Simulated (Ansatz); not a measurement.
# Gap against strain: Ge wire along [110], 12 atoms a period, H-terminated

Set-up. Ansatz 0.2.0, plane waves with PAW datasets, PBE, Fermi-Dirac smearing of 0.05 eV, no spin-orbit coupling. The period is scaled from its relaxed value of 4.136 Å and the atoms relax, within the symmetry of the start, at each strain ε (in %); gaps, in eV, are read on a band path.

```
period (Å)  energy (eV a cell)  place of the conduction minimum (Γ = 0, Z = 1)   ε    gap
     3.970              +0.206                                            0.00  −4  1.881
     4.053              +0.049                                            0.00  −2  1.867
     4.136               0.000                                            0.00   0  1.819
     4.301              +0.171                                            0.00   4  1.662
     4.384              +0.368                                            0.00   6  1.563
```

One run is withheld: period (Å) = 4.218, with ε = 2. Fit a straight line gap = a + b × ε to the 5 rows shown and predict it.

**Fit.** The means are 0.8 for ε and 1.758 for gap. The sum of products of deviations is −2.264 and the sum of squares in ε is 68.8, so b = −2.264 / 68.8 = −0.03291 and a = 1.758 − (−0.03291) × 0.8 = 1.785. The residuals' standard deviation, with 3 degrees of freedom, is σ = 0.034.

**Prediction.** gap = 1.785 + (−0.03291) × 2 = 1.719. The run gave 1.749, so the prediction less the run is −0.03. The standard error of a prediction there, σ√(1 + 1/5 + (2 − 0.8)²/68.8), is 0.037, and the miss is 0.82 times that, for a point between the fitted rows. With so few rows σ is itself uncertain.

The gap narrows at every step from compression to tension.

**Limits.** Kohn-Sham gaps of a wire among periodic images, which in a check on one flat ribbon (7 Å apart) lowered the gap by 0.2 eV and flattened the slope; the slope b × 100 is a mean deformation potential of the gap, in eV per unit strain. Between neighbouring runs it lies between −4.9 and −0.7 eV, so a bend, a kink or scatter between runs makes one line a rough account. The unstrained row comes from a denser mesh than the others, which shifts its energy a little. Series of this kind are told only where this holds: a gap at every strain (compound wires with polar facets were set aside first). 88 of 101 did.

[Logs are printed without paths, hosts, clocks, repeated set-up lines and the standing remarks that a program may print on its own settings, such as how far it seeks lower states.]
